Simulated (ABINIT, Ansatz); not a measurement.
**MgO (Fm-3m): one start, several treatments of the self-energy**

How much does the gap of MgO (Fm-3m) depend on the approximation to the self-energy?

Program: ABINIT 10.8.3. Level of theory: PBE and many-body steps on it, plane waves. Results are calculated unless marked as measured.

**The experiments to reproduce.**

- Gap 7.83 eV: direct gap at Gamma, low temperature; bulk crystal (literature value) (quoted in “The Band-Gap Studies of Short-Period CdO/MgO Superlattices”, 2021, pmc:8035356).

- Gap 7.83 eV: literature experimental gap; bulk crystal (quoted in “Electronic structure of alkaline earth and post-transition metal oxides”, 2009, arxiv:0908.1581).

## (1) Starting point

The structure is cubic, space group Fm-3m (No. 225). The conventional cell has a = 4.194 Å, b = 4.194 Å, c = 4.194 Å, α = 90.00°, β = 90.00°, γ = 90.00°. Nearest to Mg lie 6 O at 2.10 Å. Nearest to O lie 6 Mg at 2.10 Å. Farther neighbours and most contacts between anions are not listed.

The cell and positions are those that the Materials Project relaxed with its own functionals (PBE, PBE+U or r2SCAN), kept fixed.

## (2) Empty states on the mesh, 8×8×8 mesh, 351 bands

This step: ABINIT 10.8.3; DFT, PBE, plane waves, norm-conserving pseudopotentials.

The sums over transitions need many empty states on a uniform mesh; this step solves for them.

The input, run.abi:

```
acell 3*1.0 Angstrom
rprim 
  -0.000000000000 2.097001392700 2.097001392700
  2.097001392700 -0.000000000000 2.097001392700
  2.097001392700 2.097001392700 -0.000000000000
ntypat 2
znucl 12 8
natom 2
typat 1 2
xred 
  0.000000000000 0.000000000000 0.000000000000
  0.500000000000 0.500000000000 0.500000000000
pp_dirpath "pseudos"
pseudos "Mg.upf, O.upf"
ecut 38
ngkpt 8 8 8
nshiftk 1
shiftk 0 0 0
kptopt 1
chksymbreak 0
irdden 1
istwfk *1
nband 351
prtvol 0
optdriver 6
gwr_task "HDIAGO"
paral_kgb 0
occopt 1
indata_prefix "in"
outdata_prefix "out"
tmpdata_prefix "tmp"
```

Run with:

```sh
> OMP_NUM_THREADS=1 mpirun -n 4 abinit run.abi > log
```

The program printed:

```text
.Version 10.8.3 of ABINIT. v10.8.2 released Aug 2026.

 Symmetries : space group Fm -3 m (#225); Bravais cF (face-center cubic)
[... echo of the input left out ...]
== DATASET  1 ==================================================================
-   mpi_nproc: 4, omp_nthreads: 1 (-1 if OMP is not activated)

--- !DatasetInfo
iteration_state: {dtset: 1, }
dimensions: {natom: 2, nkpt: 29, mband: 351, nsppol: 1, nspinor: 1, nspden: 1, mpw: 1411, }
cutoff_energies: {ecut:  38.0, pawecutdg:  -1.0, }
[...]
Direct band gap semiconductor
 Fundamental gap:     4.895 (eV)
   VBM:     4.841 (eV) at k: [ 0.0000E+00,  0.0000E+00,  0.0000E+00]
   CBM:     9.736 (eV) at k: [ 0.0000E+00,  0.0000E+00,  0.0000E+00]
 Direct gap:         4.895 (eV) at k: [ 0.0000E+00,  0.0000E+00,  0.0000E+00]

== END DATASET(S) ==============================================================
================================================================================

 -outvars: echo values of variables after computation  --------
           etotal      0.0000000000E+00
            nband         351
             nkpt          29
          spgroup         225
 [... the other variables as echoed above ...]

 Calculation completed.
```

Run time: 22 s. Hardware: 4 MPI ranks of Arm Neoverse V1, shared host; peak memory 0.76 GiB; 88 s of CPU time.

Numbers from this step:

* gap: 4.895 eV
* k of the valence top: 0, 0, 0
* k of the conduction bottom: 0, 0, 0
* least direct gap: 4.895 eV
* k points computed: 29
* lowest point of the top converged band, above the valence top: 385.1067 eV

On this mesh the gap is 4.895 eV.

The density comes from a self-consistent run that is not shown.

## (3) Screening, 8×8×8 mesh, 144 bands, screening to 283 eV

The RPA dielectric matrix is built and inverted for each q.

This step: RPA screening on PBE, plane waves, norm-conserving pseudopotentials.

Edit run.abi of step 2 so:

```diff
@@ -20,10 +20,11 @@
 chksymbreak 0
-irdden 1
 istwfk *1
-nband 351
-prtvol 0
-optdriver 6
-gwr_task "HDIAGO"
-paral_kgb 0
 occopt 1
+irdwfk 1
+optdriver 3
+nband 144
+ecuteps 10.4
+inclvkb 2
+awtr 1
+symchi 1
 indata_prefix "in"
```

The program printed:

```text
.Version 10.8.3 of ABINIT. v10.8.2 released Aug 2026.

 Symmetries : space group Fm -3 m (#225); Bravais cF (face-center cubic)
[... echo of the input left out ...]
== DATASET  1 ==================================================================
-   mpi_nproc: 4, omp_nthreads: 1 (-1 if OMP is not activated)

--- !DatasetInfo
iteration_state: {dtset: 1, }
dimensions: {natom: 2, nkpt: 29, mband: 144, nsppol: 1, nspinor: 1, nspden: 1, mpw: 1411, }
cutoff_energies: {ecut:  38.0, pawecutdg:  -1.0, }
electrons: {nelect:   1.60000000E+01, charge:   0.00000000E+00, occopt:   1.00000000E+00, tsmear:   1.00000000E-02, }

 SCREENING: Calculation of the susceptibility and dielectric matrices

 Based on a program developped by R.W. Godby, V. Olevano, G. Onida, and L. Reining.
 Incorporated in ABINIT by V. Olevano, G.-M. Rignanese, and M. Torrent.
.Using double precision arithmetic ; gwpc =  8

[... cell and pseudopotentials left out ...]
--------------------------------------------------------------------------------

 ==== K-mesh for the wavefunctions ====
 Number of points in the irreducible wedge :    29
[... list of points left out ...]
 Together with 48 symmetry operations and time-reversal symmetry
 yields   512 points in the full Brillouin Zone.

 ==== Q-mesh for the screening function ====
 Number of points in the irreducible wedge :    29
[... list of points left out ...]
 Together with 48 symmetry operations and time-reversal symmetry
 yields   512 points in the full Brillouin Zone.

 setmesh: FFT mesh size selected  =    24x   24x   24
          total number of points  =        13824

 vcoul_init : cutoff-mode = AUXILIARY_FUNCTION
 q-points for optical limit:   1
     1)      0.000010    0.000020    0.000030

- screening: taking advantage of time-reversal symmetry
- Maximum band index for partially occupied states nbvw = 8
- Remaining bands to be divided among processors   nbcw = 136
- Number of bands treated by each node ~34

 Number of electrons calculated from density =   16.0000; Expected =   16.0000
 average of density, n =  0.128557
 r_s =    1.2291
 omega_plasma =   34.5863 [eV]

 calculating chi0 at frequencies [eV] :
  1    0.000000E+00    0.000000E+00
  2    0.000000E+00    3.458631E+01

--------------------------------------------------------------------------------
  q-point number  1        q = ( 0.000000, 0.000000, 0.000000) [r.l.u.]
--------------------------------------------------------------------------------
[... chi0 elements left out ...]
 For q-point:  0.000010 0.000020 0.000030
  dielectric constant =   3.0052
  dielectric constant without local fields =   3.2248

  Average fulfillment of the sum rule on Im[epsilon] for q-point    1 :     83.32  [%]
[... wings left out ...]
  q-point number  2        q = ( 0.125000, 0.000000, 0.000000) [r.l.u.]
--------------------------------------------------------------------------------
[... chi0 elements left out ...]
  Average fulfillment of the sum rule on Im[epsilon] for q-point    2 :     95.98  [%]

 [... 27 further q-points ...]
```

The job ended after 8.9 min (4 MPI ranks; peak memory 1.7 GiB; 36 min of CPU time).

This step gave:

- ε∞ with local fields, on this mesh, along the program's q direction: 3.005
- the same without local fields: 3.225
- plasma frequency: 34.59 eV
- plane waves in the screening matrix: 181

Local fields lower ε∞ by 7 %.

## (4) G0W0, Godby-Needs plasmon pole

The self-energy is evaluated for the states that the input lists, and the levels follow from it, in one-shot runs by the linearised quasiparticle equation.

This step: G0W0 on PBE, plane waves, norm-conserving pseudopotentials.

Edit run.abi of step 3 so:

```diff
@@ -23,8 +23,15 @@
 irdwfk 1
-optdriver 3
+optdriver 4
 nband 144
+gwcalctyp 0
+ecutsigx 38
+symsigma 1
+nkptgw 1
+kptgw 
+  0.0000000000 0.0000000000 0.0000000000
+bdgw 
+  6 12
 ecuteps 10.4
-inclvkb 2
-awtr 1
-symchi 1
+irdscr 1
+ppmodel 1
 indata_prefix "in"
```

The program printed:

```text
.Version 10.8.3 of ABINIT. v10.8.2 released Aug 2026.

 Symmetries : space group Fm -3 m (#225); Bravais cF (face-center cubic)
[... echo of the input left out ...]
== DATASET  1 ==================================================================
-   mpi_nproc: 4, omp_nthreads: 1 (-1 if OMP is not activated)

--- !DatasetInfo
iteration_state: {dtset: 1, }
dimensions: {natom: 2, nkpt: 29, mband: 144, nsppol: 1, nspinor: 1, nspden: 1, mpw: 1411, }
cutoff_energies: {ecut:  38.0, pawecutdg:  -1.0, }
electrons: {nelect:   1.60000000E+01, charge:   0.00000000E+00, occopt:   1.00000000E+00, tsmear:   1.00000000E-02, }

 SIGMA: Calculation of the GW corrections

 Based on a program developped by R.W. Godby, V. Olevano, G. Onida, and L. Reining.
 Incorporated in ABINIT by V. Olevano, G.-M. Rignanese, and M. Torrent.
.Using double precision arithmetic ; gwpc =  8

[... cell and pseudopotentials left out ...]
--------------------------------------------------------------------------------

 ==== K-mesh for the wavefunctions ====
 Number of points in the irreducible wedge :    29
[... list of points left out ...]
 Together with 48 symmetry operations and time-reversal symmetry
 yields   512 points in the full Brillouin Zone.

 ==== Q-mesh for screening function ====
 Number of points in the irreducible wedge :    29
[... list of points left out ...]
 Together with 48 symmetry operations and time-reversal symmetry
 yields   512 points in the full Brillouin Zone.

 vcoul_init : cutoff-mode = AUXILIARY_FUNCTION
 q-points for optical limit:   1
     1)      0.000010    0.000020    0.000030
 setmesh: FFT mesh size selected  =    32x   32x   32
          total number of points  =        32768

 Number of electrons calculated from density =   16.0000; Expected =   16.0000
 average of density, n =  0.128557
 r_s =    1.2291
 omega_plasma =   34.5863 [eV]

 === KS Band Gaps ===
  >>>> For spin  1
   Minimum direct gap =   4.8948 [eV], located at k-point      :   0.0000  0.0000  0.0000
   Fundamental gap    =   4.8948 [eV], Top of valence bands at :   0.0000  0.0000  0.0000
                                       Bottom of conduction at :   0.0000  0.0000  0.0000
 SIGMA fundamental parameters:
 PLASMON POLE MODEL  1
 number of plane-waves for SigmaX                 1411
 number of plane-waves for SigmaC and W            181
 number of plane-waves for wavefunctions          1411
 number of bands                                   144
 number of independent spin polarizations            1
 number of spinorial components                      1
 number of k-points in IBZ                          29
 number of q-points in IBZ                          29
 number of symmetry operations                      48
 number of k-points in BZ                          512
 number of q-points in BZ                          512
 number of frequencies for dSigma/dE                 9
 frequency step for dSigma/dE [eV]                0.25
 number of omega for Sigma on real axis              0
 max omega for Sigma on real axis  [eV]           0.00
 zcut for avoiding poles [eV]                     0.10

 EPSILON^-1 parameters (SCR file):
 dimension of the eps^-1 matrix on file            181
 dimension of the eps^-1 matrix used               181
 number of plane-waves for wavefunctions          1411
 number of bands                                   144
 number of q-points in IBZ                          29
 number of frequencies                               2
 number of real frequencies                          1
 number of imag frequencies                          1

 matrix elements of self-energy operator (all in [eV])

 Perturbative Calculation

--- !SelfEnergy_ee
iteration_state: {dtset: 1, }
kpoint     : [   0.000,    0.000,    0.000, ]
spin       : 1
KS_gap     :    4.895
QP_gap     :    7.247
Delta_QP_KS:    2.352
data: !SigmaeeData |
     Band     E0 <VxcDFT>   SigX SigC(E0)      Z dSigC/dE  Sig(E)    E-E0       E
        6   4.841 -20.153 -25.628   3.615   0.808  -0.238 -21.655  -1.502   3.339
        7   4.841 -20.153 -25.628   3.615   0.808  -0.238 -21.655  -1.502   3.339
        8   4.841 -20.153 -25.628   3.615   0.808  -0.238 -21.655  -1.502   3.339
        9   9.736 -13.562  -8.990  -3.578   0.855  -0.170 -12.712   0.850  10.586
       10  20.877  -9.643  -3.733  -4.674   0.865  -0.156  -8.574   1.069  21.946
       11  20.877  -9.643  -3.733  -4.674   0.865  -0.156  -8.574   1.069  21.946
       12  20.877  -9.643  -3.733  -4.674   0.865  -0.156  -8.574   1.069  21.946

== END DATASET(S) ==============================================================
================================================================================

 -outvars: echo values of variables after computation  --------
           etotal      0.0000000000E+00
            nband         144
             nkpt          29
          spgroup         225
 [... the other variables as echoed above ...]

 Calculation completed.
```

It took 15 s on 4 MPI ranks; peak memory 1.4 GiB; 59 s of CPU time.

Numbers from this step:

```
G0W0 gap on the points computed              : 7.247 eV
starting gap on the mesh                     : 4.895 eV
k of the valence top                         : 0, 0, 0
k of the conduction bottom                   : 0, 0, 0
Z at the valence top                         : 0.808
Z at the conduction bottom                   : 0.855
least direct G0W0 gap on the computed points : 7.247 eV
```

The gap on the mesh goes from 4.89 eV to 7.25 eV, a correction of +2.35 eV.

## (5) G0W0, Hybertsen-Louie plasmon pole

Edit run.abi of step 4 so:

```diff
@@ -35,3 +35,3 @@
 irdscr 1
-ppmodel 1
+ppmodel 2
 indata_prefix "in"
```

The program printed:

```text
.Version 10.8.3 of ABINIT. v10.8.2 released Aug 2026.

 Symmetries : space group Fm -3 m (#225); Bravais cF (face-center cubic)
[... echo of the input left out ...]
== DATASET  1 ==================================================================
-   mpi_nproc: 4, omp_nthreads: 1 (-1 if OMP is not activated)

--- !DatasetInfo
iteration_state: {dtset: 1, }
dimensions: {natom: 2, nkpt: 29, mband: 144, nsppol: 1, nspinor: 1, nspden: 1, mpw: 1411, }
cutoff_energies: {ecut:  38.0, pawecutdg:  -1.0, }
electrons: {nelect:   1.60000000E+01, charge:   0.00000000E+00, occopt:   1.00000000E+00, tsmear:   1.00000000E-02, }

 SIGMA: Calculation of the GW corrections

 Based on a program developped by R.W. Godby, V. Olevano, G. Onida, and L. Reining.
 Incorporated in ABINIT by V. Olevano, G.-M. Rignanese, and M. Torrent.
.Using double precision arithmetic ; gwpc =  8

[... cell and pseudopotentials left out ...]
--------------------------------------------------------------------------------

 ==== K-mesh for the wavefunctions ====
 Number of points in the irreducible wedge :    29
[... list of points left out ...]
 Together with 48 symmetry operations and time-reversal symmetry
 yields   512 points in the full Brillouin Zone.

 ==== Q-mesh for screening function ====
 Number of points in the irreducible wedge :    29
[... list of points left out ...]
 Together with 48 symmetry operations and time-reversal symmetry
 yields   512 points in the full Brillouin Zone.

 vcoul_init : cutoff-mode = AUXILIARY_FUNCTION
 q-points for optical limit:   1
     1)      0.000010    0.000020    0.000030
 setmesh: FFT mesh size selected  =    32x   32x   32
          total number of points  =        32768

 Number of electrons calculated from density =   16.0000; Expected =   16.0000
[...]
number of q-points in BZ                          512
 number of frequencies for dSigma/dE                 9
 frequency step for dSigma/dE [eV]                0.25
 number of omega for Sigma on real axis              0
 max omega for Sigma on real axis  [eV]           0.00
 zcut for avoiding poles [eV]                     0.10

 EPSILON^-1 parameters (SCR file):
 dimension of the eps^-1 matrix on file            181
 dimension of the eps^-1 matrix used               181
 number of plane-waves for wavefunctions          1411
 number of bands                                   144
 number of q-points in IBZ                          29
 number of frequencies                               2
 number of real frequencies                          1
 number of imag frequencies                          1

 matrix elements of self-energy operator (all in [eV])

 Perturbative Calculation

--- !SelfEnergy_ee
iteration_state: {dtset: 1, }
kpoint     : [   0.000,    0.000,    0.000, ]
spin       : 1
KS_gap     :    4.895
QP_gap     :    7.655
Delta_QP_KS:    2.760
data: !SigmaeeData |
     Band     E0 <VxcDFT>   SigX SigC(E0)      Z dSigC/dE  Sig(E)    E-E0       E
        6   4.841 -20.153 -25.628   2.799   0.885  -0.130 -22.520  -2.367   2.474
        7   4.841 -20.153 -25.628   2.799   0.885  -0.130 -22.520  -2.367   2.474
        8   4.841 -20.153 -25.628   2.799   0.885  -0.130 -22.520  -2.367   2.474
        9   9.736 -13.562  -8.990  -4.135   0.899  -0.112 -13.169   0.393  10.129
       10  20.877  -9.643  -3.733  -5.087   0.905  -0.105  -8.899   0.745  21.622
       11  20.877  -9.643  -3.733  -5.087   0.905  -0.105  -8.899   0.745  21.622
       12  20.877  -9.643  -3.733  -5.087   0.905  -0.105  -8.899   0.745  21.622

== END DATASET(S) ==============================================================
================================================================================

 -outvars: echo values of variables after computation  --------
           etotal      0.0000000000E+00
            nband         144
             nkpt          29
          spgroup         225
 [... the other variables as echoed above ...]

 Calculation completed.
```

It took 14 s on 4 MPI ranks; peak memory 1.4 GiB; 58 s of CPU time.

Numbers from this step:

| Item | Value |
| --- | --- |
| G0W0 gap on the points computed | 7.655 eV |
| starting gap on the mesh | 4.895 eV |
| k of the valence top | 0, 0, 0 |
| k of the conduction bottom | 0, 0, 0 |
| Z at the valence top | 0.885 |
| Z at the conduction bottom | 0.899 |
| least direct G0W0 gap on the computed points | 7.655 eV |

Against G0W0 in ABINIT (8×8×8 mesh, 144 bands, screening to 283 eV, Godby-Needs plasmon pole), the gap moves by +0.408 eV.

## (6) G0W0, Engel-Farid plasmon pole

Edit run.abi of step 5 so:

```diff
@@ -35,3 +35,3 @@
 irdscr 1
-ppmodel 2
+ppmodel 4
 indata_prefix "in"
```

The program printed:

```text
.Version 10.8.3 of ABINIT. v10.8.2 released Aug 2026.

 Symmetries : space group Fm -3 m (#225); Bravais cF (face-center cubic)
[... echo of the input left out ...]
== DATASET  1 ==================================================================
-   mpi_nproc: 4, omp_nthreads: 1 (-1 if OMP is not activated)

--- !DatasetInfo
iteration_state: {dtset: 1, }
dimensions: {natom: 2, nkpt: 29, mband: 144, nsppol: 1, nspinor: 1, nspden: 1, mpw: 1411, }
cutoff_energies: {ecut:  38.0, pawecutdg:  -1.0, }
[...]
10  20.877  -9.643  -3.733  -4.819   0.877  -0.141  -8.687   0.957  21.834
       11  20.877  -9.643  -3.733  -4.819   0.877  -0.141  -8.687   0.957  21.834
       12  20.877  -9.643  -3.733  -4.819   0.877  -0.141  -8.687   0.957  21.834

== END DATASET(S) ==============================================================
================================================================================

 -outvars: echo values of variables after computation  --------
           etotal      0.0000000000E+00
            nband         144
             nkpt          29
          spgroup         225
 [... the other variables as echoed above ...]

 Calculation completed.
```

It took 7.4 s on 4 MPI ranks; peak memory 1.2 GiB; 29 s of CPU time.

This step gave:

* G0W0 gap on the points computed: 7.381 eV
* starting gap on the mesh: 4.895 eV
* k of the valence top: 0, 0, 0
* k of the conduction bottom: 0, 0, 0
* least direct G0W0 gap on the computed points: 7.381 eV

Against G0W0 in ABINIT (8×8×8 mesh, 144 bands, screening to 283 eV, Godby-Needs plasmon pole), the gap moves by +0.134 eV.

[end of part 1 of 2]

[Paths, hosts, dates, memory and timing lines, banners, echoed tables and standing remarks are left out of the program output.]

[Logs are printed without paths, hosts, clocks, repeated set-up lines and the standing remarks that a program may print on its own settings, such as how far it seeks lower states.]

[Runs of the session that timed out or met a known fault of the program may be left out.]

[No measured gap is set beside runs whose start may be inverted or whose files or cutoffs have a known fault.]

[Hosts, paths, dates, database ids (printed as entryN), source tags and the programs' standing remarks are cut or masked in the printed files.]

[G0W0 gaps are taken among the corrected bands and points alone; a level outside them can change the order at an edge.]

[Where Ansatz stands beside ABINIT at settings called matched, ABINIT's density can come from a denser mesh and the files from another edition; pairs whose starting gaps differed by over 0.03 eV were left out, so agreement reads better than it is.]
